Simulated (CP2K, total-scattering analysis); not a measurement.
## amorphous 18P2O5-82SiO2 (mol %): run and scatter

Aim: the structure of amorphous 18P2O5-82SiO2 (mol %) at 300 K, and the X-ray and neutron patterns it would give.

Method: ab initio molecular dynamics with CP2K (PBE, Gaussian and plane waves, DZVP-MOLOPT-SR basis, GTH potentials, 400 Ry, CSVR thermostat, no spin, fixed volume). Composition: P 9.5, Si 22.2, O 68.2 atom %; 63 atoms. The average runs over 1.14 ps of 63 atoms, so shells between rare elements are rough. Mean temperature 297 K, largest m.s.d. 0.08 Å², energy drift +1 meV an atom (last third less first, no steady trend); the first quarter of the run is discarded. Preparation: a classical glass (LAMMPS, Pedone potential, quenched from the melt at 100 K/ps at this volume), then 1.2 ps at 1000 K (mean temperature of the first stage 988 K), too short to forget the start in full. So short a stretch relaxes bonds and nearest shells but still remembers its start.

## The run

The step of 1.5 fs has to resolve the fastest vibration, that of the lightest atoms and stiffest bonds. The volume is fixed, since the run is too short for a cell to find its own. One k-point, Γ, is the usual economy for a cell of this size. Orbital transformation skips diagonalisation and needs a gap, which this system has.

Contents of md.inp:

```
&GLOBAL
  PROJECT md
  RUN_TYPE MD
  PRINT_LEVEL LOW
  WALLTIME 2825
&END GLOBAL
&FORCE_EVAL
  METHOD QUICKSTEP
  &DFT
    BASIS_SET_FILE_NAME BASIS_MOLOPT
    POTENTIAL_FILE_NAME GTH_POTENTIALS
    &MGRID
      CUTOFF 400
      REL_CUTOFF 40
    &END MGRID
    &QS
      EPS_DEFAULT 1.0E-10
      EXTRAPOLATION ASPC
      EXTRAPOLATION_ORDER 3
    &END QS
    &SCF
      SCF_GUESS ATOMIC
      EPS_SCF 5.0E-6
      IGNORE_CONVERGENCE_FAILURE
      MAX_SCF 30
      &OT
        MINIMIZER DIIS
        PRECONDITIONER FULL_SINGLE_INVERSE
      &END OT
      &OUTER_SCF
        MAX_SCF 6
        EPS_SCF 5.0E-6
      &END OUTER_SCF
      &PRINT
        &RESTART OFF
        &END RESTART
      &END PRINT
    &END SCF
    &XC
      &XC_FUNCTIONAL PBE
      &END XC_FUNCTIONAL
    &END XC
  &END DFT
  &SUBSYS
    &CELL
      ABC 9.7599 9.7599 9.7599
    &END CELL
    &COORD
      P 3.7825 0.9887 7.6936
      P 6.7315 5.9889 9.6104
      P 5.7988 5.0197 5.7817
      P 3.3044 6.1281 7.3079
[... 57 atom lines left out ...]
      O 7.5212 1.2296 5.9996
      O 1.5846 7.7734 0.0841
    &END COORD
    &KIND P
      BASIS_SET DZVP-MOLOPT-SR-GTH
      POTENTIAL GTH-PBE-q5
    &END KIND
    &KIND Si
      BASIS_SET DZVP-MOLOPT-SR-GTH
      POTENTIAL GTH-PBE-q4
    &END KIND
    &KIND O
      BASIS_SET DZVP-MOLOPT-SR-GTH
      POTENTIAL GTH-PBE-q6
    &END KIND
  &END SUBSYS
  STRESS_TENSOR NONE
&END FORCE_EVAL
&MOTION
  &MD
    ENSEMBLE NVT
    STEPS 1500
    TIMESTEP 1.5
    TEMPERATURE 300
    &THERMOSTAT
      TYPE CSVR
      &CSVR
        TIMECON 30
      &END CSVR
    &END THERMOSTAT
  &END MD
  &PRINT
    &RESTART OFF
    &END RESTART
    &RESTART_HISTORY OFF
    &END RESTART_HISTORY
  &END PRINT
&END MOTION
```

```console
$ OMP_NUM_THREADS=1 mpirun -n 8 cp2k.psmp -i md.inp
```

```text
[a thinned log: between the lines shown up to 5 are left out unmarked, longer gaps are marked]
DBCSR| CPU Multiplication driver                                           BLAS (U)
 DBCSR| Multrec recursion limit                                              512 (U)
 DBCSR| Multiplication stack size                                           1000 (D)
 DBCSR| Maximum elements for images                                    UNLIMITED (U)
 DBCSR| Multiplicative factor virtual images                                   1 (U)
 DBCSR| Use multiplication densification                                       T (D)
 DBCSR| Multiplication size stacks                                             3 (U)
 DBCSR| Use memory pool for CPU allocation                                     F (U)
 DBCSR| Number of 3D layers                                               SINGLE (U)
 DBCSR| Use MPI memory allocation                                              F (U)
 DBCSR| Use RMA algorithm                                                      F (U)
 DBCSR| Use Communication thread                                               T (U)
 DBCSR| Communication thread load                                             87 (D)
 DBCSR| MPI: My process id                                                     0
[... 15 lines left out ...]
 GLOBAL| FFT library                                                       FFTW3
[... 28 lines left out ...]
 **   ##  ## ##  ##   ##  ##  ##      ####     ###    ##   ######   ######    **
[... 28 lines left out ...]
                        max_scf_history:                                       0
[... 28 lines left out ...]

[... 28 lines left out ...]
 MD_VEL| COM velocity             0.0000000000    -0.0000000000    -0.0000000000
[... 28 lines left out ...]
     3 OT DIIS     0.80E-01    0.4     0.02000464      -777.7052315544 -4.84E+00
[... 28 lines left out ...]
  Leaving inner SCF loop after reaching    30 steps.
[... 28 lines left out ...]
  Step     Update method      Time    Convergence         Total energy    Change
[... 28 lines left out ...]
 MD_INI| Potential energy [hartree]                          -0.786137842156E+03
[... 28 lines left out ...]
  Preconditioner : FULL_SINGLE_INVERSE : inversion of
[... 28 lines left out ...]

[... 28 lines left out ...]
 Number of occupied orbitals:                                                172
[... 28 lines left out ...]
  *** SCF run converged in     6 steps ***
[... 28 lines left out ...]
 MD| Kinetic energy [hartree]            0.104230845175E+00   0.957477684447E-01
[... 11 lines left out ...]
 MD| ---------------------------------------------------------------------------
 MD|                                          Instantaneous             Averages
 MD| CPU time per MD step [s]                      2.618484             2.792663
 MD| Energy drift per atom [K]          -0.121854585159E+02  -0.997862676595E+01
 MD| Potential energy [hartree]         -0.786385506383E+03  -0.786367858262E+03
 MD| Kinetic energy [hartree]            0.900878984788E-01   0.924708610413E-01
 MD| Temperature [K]                             305.886822           313.977996
 MD| ***************************************************************************
 MD| Estimated peak process memory after this step [MiB]                     331

 ----------------------------
```

Time and hardware: 47 min on 8 threads of Intel(R) Xeon(R) 6975P-C (Granite Rapids), on a shared host, peak memory 2.6 GiB.

## Analysis

S(Q) is the Faber–Ziman total, Σ ci cj fi fj (Sij − 1)/⟨f⟩² + 1. Below 4 Å⁻¹ the partials are summed on the cell's own reciprocal vectors (from 0.64 Å⁻¹) and folded with a Gaussian of σ = 0.14 Å⁻¹; above it they are transforms of g(r) out to 6.6 Å, tapered over the last 40 %. The fold lowers sharp peaks, and with so few vectors their positions are good to about 0.1 Å⁻¹. X-rays take neutral-atom form factors, neutrons coherent lengths (P 5.13, Si 4.15071, O 5.8037 fm). G(r) = 4πrρ₀[g(r) − 1] carries the resolution of a Lorch-windowed transform up to 20 Å⁻¹. The patterns are simulated, not measured. The cell is small: beyond half the box only the part of each shell inside it is counted, and low-Q values rest on few vectors. It is averaged over 127 frames.

| T (K) | state | density (g/cm³) | first clear X-ray maximum (Å⁻¹) | its height (X-ray) | first clear neutron maximum (Å⁻¹) | its height (neutron) | P–O (Å) | O around P | Si–O (Å) | O on one former (%) | held | D over the elements, rough (10⁻⁹ m²/s) |
| --- | --- | --- | --- | --- | --- | --- | --- | --- | --- | --- | --- | --- |
| 300 | rigid | 2.263 | 1.50 | 1.31 | 1.49 | 1.06 | 1.59 | 4.00 | 1.64 | 11.6 | volume | - |

neutron S(Q):

```csv
Q (Å⁻¹),300 K
0.8,0.44
1.1,0.48
1.4,1.03
1.7,0.92
2.0,0.80
2.3,0.59
2.6,0.71
2.9,1.09
3.2,0.91
3.5,0.81
3.8,0.73
4.1,0.81
4.4,1.01
4.7,1.24
5.0,1.43
5.3,1.45
5.6,1.22
5.9,0.93
6.2,0.75
6.5,0.70
6.8,0.73
7.1,0.82
7.4,0.97
7.7,1.12
8.0,1.18
8.3,1.14
8.6,1.06
8.9,1.01
```

At 300 K the maxima of S(Q), Q in Å⁻¹ (height), are X-ray: 1.50 (1.31), 4.78 (1.52), 8.41 (1.22), 12.50 (1.15); neutron: 1.49 (1.06), 2.97 (1.13), 5.17 (1.47), 8.03 (1.18). Its shells:

| pair | first peak (Å) | g there | first minimum (Å) | g there | neighbours | X-ray weight (f = Z) | neutron weight |
| --- | --- | --- | --- | --- | --- | --- | --- |
| P–O | 1.59 | 15.4 | 2.04 | 0.02 | 4.0 O per P, 0.6 P per O | 0.16 | 0.13 |
| Si–O | 1.64 | 22.0 | 2.26 | 0.00 | 4.1 O per Si, 1.3 Si per O | 0.34 | 0.25 |
| O–O | 2.62 | 4.9 | 3.06 | 0.58 | 6.4 | 0.30 | 0.54 |
| Si–Si | 3.11 | 6.1 | 3.52 | 0.00 | 3.0 | 0.10 | 0.03 |
| P–Si | 3.12 | 4.1 | 3.70 | 0.01 | 2.5 Si per P, 1.1 P per Si | 0.09 | 0.03 |

Bonded neighbours (only these pairs count: cutoffs P–O 2.04 Å, Si–O 2.26 Å): P: 4 100 %; Si: 4 93 %, 5 7.1 %; O: 1 12 %, 2 88 %. Bridging oxygens per network former of four or fewer bonds: P: Q2 17 %, Q3 50 %, Q4 33 %; Si: Q4 100 %. Oxygen by network formers bound (Si, B, P, Ge and Al count): one 12 %, two 88 %. O–P–O peak at 110°, O–Si–O peak at 110° and Si–O–Si peak at 142°. These counts come from 15 frames.

**Reading.** The first P–O shell holds 4.0 O at 1.59 Å, and g falls to nearly zero behind it. The first Si–O shell holds 4.1 O at 1.64 Å, and g falls to nearly zero behind it. Anions around each cation, with the position of the first peak: Si 4.1 (Si–O 1.64 Å, to 2.26 Å) and P 4.0 (P–O 1.59 Å, to 2.04 Å). The weights that differ most between the probes (X-ray, neutron): O–O 0.30 and 0.54, Si–O 0.34 and 0.25 and Si–Si 0.10 and 0.03. At 2.97 Å⁻¹ neutrons show a peak (1.13) where X-rays give 0.61: term by term, w(S − 1) with f = Z as a rough X-ray weight: O–O +0.80 against +0.44, Si–O -0.43 against -0.58 and P–O -0.29 against -0.34 (neutron against X-ray). The first neutron maximum, at 1.49 Å⁻¹, has Q r₁ = 2.4, far below the 7.7 of dense packing: it marks order on a period of 4.2 Å, between structural units. It is one small sample quenched within picoseconds, so it is less relaxed than a real glass or film.

[Logs are printed without paths, hosts, clocks, repeated set-up lines and the standing remarks that a program may print on its own settings, such as how far it seeks lower states.]
